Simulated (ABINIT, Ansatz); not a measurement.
# Cl (Cmce): one start, several treatments of the self-energy, part 2 of 2

How much does the gap of Cl (Cmce) depend on the approximation to the self-energy?

ABINIT 10.8.3; PBE and many-body steps on it, plane waves. Known limits of the many-body steps: not at the basis limit; coarse k mesh.

So far. Step 3 (Screening, 4×4×2 mesh, 318 bands, screening to 176.9 eV): Local fields lower ε∞ by 19 %. On a Γ-centred mesh this coarse the value itself is usually too large, while a short band sum pulls it down. Step 4 (G0W0, Godby-Needs plasmon pole): The gap on the mesh goes from 2.47 eV to 5.62 eV, a correction of +3.15 eV.

**5. G0W0, von der Linden-Horsch plasmon pole**

Level of this step: G0W0 on PBE, plane waves, norm-conserving pseudopotentials (ABINIT).

Contents of run.abi:

```
acell 3*1.0 Angstrom
rprim 
  3.145000000000 -2.250000000000 0.000000000000
  3.145000000000 2.250000000000 0.000000000000
  0.000000000000 0.000000000000 8.210000000000
ntypat 1
znucl 17
natom 4
typat 1 1 1 1
xred 
  0.870000000000 0.130000000000 0.100000000000
  0.630000000000 0.370000000000 0.600000000000
  0.130000000000 0.870000000000 0.900000000000
  0.370000000000 0.630000000000 0.400000000000
pp_dirpath "pseudos"
pseudos "Cl.upf"
ecut 25
ngkpt 4 4 2
nshiftk 1
shiftk 0 0 0
kptopt 1
chksymbreak 0
istwfk *1
occopt 1
irdwfk 1
optdriver 4
nband 318
gwcalctyp 0
ecutsigx 25
symsigma 1
nkptgw 2
kptgw 
  0.5000000000 0.5000000000 0.0000000000
  0.0000000000 0.0000000000 0.0000000000
bdgw 
  13 16
  13 16
ecuteps 6.5
irdscr 1
ppmodel 3
indata_prefix "in"
outdata_prefix "out"
tmpdata_prefix "tmp"
```

The run is started by

```console
$ OMP_NUM_THREADS=1 mpirun -n 4 abinit run.abi > log
```

Log:

```text
.Version 10.8.3 of ABINIT. v10.8.2 released Aug 2026.

 Symmetries : space group Cm c a (# 64); Bravais oC (1-face-center ortho.)
[... echo of the input left out ...]
== DATASET  1 ==================================================================
-   mpi_nproc: 4, omp_nthreads: 1 (-1 if OMP is not activated)

--- !DatasetInfo
iteration_state: {dtset: 1, }
dimensions: {natom: 4, nkpt: 14, mband: 318, nsppol: 1, nspinor: 1, nspden: 1, mpw: 4726, }
cutoff_energies: {ecut:  25.0, pawecutdg:  -1.0, }
electrons: {nelect:   2.80000000E+01, charge:   0.00000000E+00, occopt:   1.00000000E+00, tsmear:   1.00000000E-02, }

 SIGMA: Calculation of the GW corrections

 Based on a program developped by R.W. Godby, V. Olevano, G. Onida, and L. Reining.
 Incorporated in ABINIT by V. Olevano, G.-M. Rignanese, and M. Torrent.
.Using double precision arithmetic ; gwpc =  8

[... cell and pseudopotentials left out ...]
--------------------------------------------------------------------------------

 ==== K-mesh for the wavefunctions ====
 Number of points in the irreducible wedge :    14
[... list of points left out ...]
 Together with  8 symmetry operations and time-reversal symmetry
 yields    32 points in the full Brillouin Zone.

 ==== Q-mesh for screening function ====
 Number of points in the irreducible wedge :    14
[... list of points left out ...]
 Together with  8 symmetry operations and time-reversal symmetry
 yields    32 points in the full Brillouin Zone.

 vcoul_init : cutoff-mode = AUXILIARY_FUNCTION
 q-points for optical limit:   1
     1)      0.000010    0.000020    0.000030
 setmesh: FFT mesh size selected  =    36x   36x   72
          total number of points  =        93312

 Number of electrons calculated from density =   28.0000; Expected =   28.0000
[...]
number of omega for Sigma on real axis              0
 max omega for Sigma on real axis  [eV]           0.00
 zcut for avoiding poles [eV]                     0.10

 EPSILON^-1 parameters (SCR file):
 dimension of the eps^-1 matrix on file            611
 dimension of the eps^-1 matrix used               611
 number of plane-waves for wavefunctions          4675
 number of bands                                   318
 number of q-points in IBZ                          14
 number of frequencies                               2
 number of real frequencies                          1
 number of imag frequencies                          1

 matrix elements of self-energy operator (all in [eV])

 Perturbative Calculation

--- !SelfEnergy_ee
iteration_state: {dtset: 1, }
kpoint     : [   0.500,    0.500,    0.000, ]
spin       : 1
KS_gap     :    2.546
QP_gap     :    6.130
Delta_QP_KS:    3.584
data: !SigmaeeData |
     Band     E0 <VxcDFT>   SigX SigC(E0)      Z dSigC/dE  Sig(E)    E-E0       E
       13  -1.186 -14.321 -18.741   1.781   0.855  -0.169 -16.578  -2.257  -3.444
       14  -0.824 -14.674 -19.122   1.766   0.856  -0.169 -16.968  -2.295  -3.118
       15   1.722 -14.106  -8.998  -3.600   0.856  -0.169 -12.817   1.290   3.012
[...]
--- !SelfEnergy_ee
iteration_state: {dtset: 1, }
kpoint     : [   0.000,    0.000,    0.000, ]
spin       : 1
KS_gap     :    2.525
QP_gap     :    6.039
Delta_QP_KS:    3.514
data: !SigmaeeData |
     Band     E0 <VxcDFT>   SigX SigC(E0)      Z dSigC/dE  Sig(E)    E-E0       E
[...]
15   1.645 -13.980  -8.981  -3.574   0.857  -0.167 -12.759   1.221   2.866
       16   2.208 -14.626  -9.222  -3.742   0.852  -0.174 -13.211   1.416   3.623

== END DATASET(S) ==============================================================
================================================================================

 -outvars: echo values of variables after computation  --------
           etotal      0.0000000000E+00
            nband         318
             nkpt          14
          spgroup          64
 [... the other variables as echoed above ...]

 Calculation completed.
```

Run time: 99 s. Hardware: 4 MPI ranks of Arm Neoverse N1, shared host; peak memory 5 GiB.

This step gave:

- G0W0 gap on the points computed: 5.984 eV
- starting gap on the mesh: 2.469 eV
- k of the valence top: 0.5, 0.5, 0
- k of the conduction bottom: 0, 0, 0
- Z at the valence top: 0.856
- Z at the conduction bottom: 0.857
- least direct G0W0 gap on the computed points: 6.039 eV

Against G0W0 in ABINIT (4×4×2 mesh, 318 bands, screening to 176.9 eV, Godby-Needs plasmon pole), the gap moves by +0.363 eV.

**6. G0W0, Hybertsen-Louie plasmon pole**

run.abi: that of step 5 with these lines changed.

```diff
@@ -39,3 +39,3 @@
 irdscr 1
-ppmodel 3
+ppmodel 2
 indata_prefix "in"
```

Log:

```text
.Version 10.8.3 of ABINIT. v10.8.2 released Aug 2026.

 Symmetries : space group Cm c a (# 64); Bravais oC (1-face-center ortho.)
[... echo of the input left out ...]
== DATASET  1 ==================================================================
-   mpi_nproc: 4, omp_nthreads: 1 (-1 if OMP is not activated)

--- !DatasetInfo
iteration_state: {dtset: 1, }
dimensions: {natom: 4, nkpt: 14, mband: 318, nsppol: 1, nspinor: 1, nspden: 1, mpw: 4726, }
cutoff_energies: {ecut:  25.0, pawecutdg:  -1.0, }
[...]
Band     E0 <VxcDFT>   SigX SigC(E0)      Z dSigC/dE  Sig(E)    E-E0       E
[...]
15   1.645 -13.980  -8.981  -3.747   0.831  -0.203 -12.939   1.041   2.686
       16   2.208 -14.626  -9.222  -3.935   0.826  -0.211 -13.413   1.213   3.421

== END DATASET(S) ==============================================================
================================================================================

 -outvars: echo values of variables after computation  --------
           etotal      0.0000000000E+00
            nband         318
             nkpt          14
          spgroup          64
 [... the other variables as echoed above ...]

 Calculation completed.
```

Wall time 4.4 min (4 MPI ranks); peak memory 5.3 GiB.

Numbers from this step:

```yaml
g0w0_gap_on_the_points_computed: 5.697 eV
starting_gap_on_the_mesh: 2.469 eV
k_of_the_valence_top: 0.5, 0.5, 0
k_of_the_conduction_bottom: 0, 0, 0
least_direct_g0w0_gap_on_the_computed_points: 5.752 eV
```

Against G0W0 in ABINIT (4×4×2 mesh, 318 bands, screening to 176.9 eV, Godby-Needs plasmon pole), the gap moves by +0.076 eV.

**7. One-shot Hartree-Fock**

This step: one-shot Hartree-Fock on PBE, plane waves, norm-conserving pseudopotentials.

run.abi: that of step 6 with these lines changed.

```diff
@@ -26,4 +26,4 @@
 optdriver 4
-nband 318
-gwcalctyp 0
+nband 18
+gwcalctyp 5
 ecutsigx 25
@@ -37,5 +37,4 @@
   13 16
-ecuteps 6.5
-irdscr 1
-ppmodel 2
+ixc_sigma 40
+fftgw 31
 indata_prefix "in"
```

Log:

```text
.Version 10.8.3 of ABINIT. v10.8.2 released Aug 2026.

 Symmetries : space group Cm c a (# 64); Bravais oC (1-face-center ortho.)
[... echo of the input left out ...]
== DATASET  1 ==================================================================
-   mpi_nproc: 4, omp_nthreads: 1 (-1 if OMP is not activated)

--- !DatasetInfo
iteration_state: {dtset: 1, }
dimensions: {natom: 4, nkpt: 14, mband: 18, nsppol: 1, nspinor: 1, nspden: 1, mpw: 4726, }
cutoff_energies: {ecut:  25.0, pawecutdg:  -1.0, }
[...]
Band     E0 <VxcDFT>   SigX SigC(E0)      Z dSigC/dE  Sig(E)    E-E0       E
[...]
15   1.645 -13.980  -8.981   0.000   1.000   0.000  -8.981   4.999   6.644
       16   2.208 -14.626  -9.222   0.000   1.000   0.000  -9.222   5.404   7.612

== END DATASET(S) ==============================================================
================================================================================

 -outvars: echo values of variables after computation  --------
           etotal      0.0000000000E+00
            nband          18
             nkpt          14
          spgroup          64
 [... the other variables as echoed above ...]

 Calculation completed.
```

The job ended after 3.4 s (4 MPI ranks; peak memory 0.7 GiB; 13 s of CPU time).

This step gave:

```yaml
quasiparticle_gap_on_the_points_computed: 11.92 eV
starting_gap_on_the_mesh: 2.469 eV
k_of_the_valence_top: 0.5, 0.5, 0
k_of_the_conduction_bottom: 0, 0, 0
least_direct_quasiparticle_gap_on_the_computed_points: 12 eV
```

Against G0W0 in ABINIT (4×4×2 mesh, 318 bands, screening to 176.9 eV, Godby-Needs plasmon pole), the gap moves by +6.295 eV.

**8. Side by side**

Times are wall times on 4 MPI ranks of Arm Neoverse N1, shared host, good to a factor of about two. A run's time includes the screening step that it read.

| run | mesh | bands | screening cutoff (eV) | DFT gap (eV) | gap on the mesh (eV) | direct (eV) | ε∞ used | time |
| --- | --- | --- | --- | --- | --- | --- | --- | --- |
| G0W0, Godby-Needs plasmon pole | 4×4×2 | 318 | 176.9 | 2.469 | 5.621 | 5.672 | 2.81 | 21 min |
| G0W0, von der Linden-Horsch plasmon pole | 4×4×2 | 318 | 176.9 | 2.469 | 5.984 | 6.039 | 2.81 | 18 min |
| G0W0, Hybertsen-Louie plasmon pole | 4×4×2 | 318 | 176.9 | 2.469 | 5.697 | 5.752 | 2.81 | 21 min |
| one-shot Hartree-Fock | 4×4×2 | - | - | 2.469 | 11.916 | 12.000 | - | 3.4 s |

**9. What came out**

```yaml
g0w0_godby_needs_plasmon_pole: 5.621 eV
g0w0_von_der_linden_horsch_plasmon_pole: 5.984 eV
g0w0_hybertsen_louie_plasmon_pole: 5.697 eV
one_shot_hartree_fock: 11.916 eV
known_limits: not at the basis limit; coarse k mesh
```

In words: G0W0, von der Linden-Horsch plasmon pole: +0.363 eV against G0W0, Godby-Needs plasmon pole. G0W0, Hybertsen-Louie plasmon pole: +0.076 eV against G0W0, Godby-Needs plasmon pole. One-shot Hartree-Fock: +6.295 eV against G0W0, Godby-Needs plasmon pole. Bare exchange alone opens the gap to 11.92 eV; against G0W0, correlation takes back 6.29 eV. Bands and cutoff are finite, so the gap is not at the basis limit. The miss can reach some tenths of an eV and take either sign; the mesh is an error of its own. In the G0W0 runs levels were corrected at 2 k points alone, so a gap called «on the mesh» is the least over those, and an edge elsewhere would be missed. The 4×4×2 mesh is coarse for this cell, which bears on the long-range parts of exchange and screening.

[Paths, hosts, dates, memory and timing lines, banners, echoed tables and standing remarks are left out of the program output.]

[Logs are printed without paths, hosts, clocks, repeated set-up lines and the standing remarks that a program may print on its own settings, such as how far it seeks lower states.]

[Runs of the session that timed out or met a known fault of the program may be left out.]

[Hosts, paths, dates, database ids (printed as entryN), source tags and the programs' standing remarks are cut or masked in the printed files.]

[G0W0 gaps are taken among the corrected bands and points alone; a level outside them can change the order at an edge.]

[Where Ansatz stands beside ABINIT at settings called matched, ABINIT's density can come from a denser mesh and the files from another edition; pairs whose starting gaps differed by over 0.03 eV were left out, so agreement reads better than it is.]
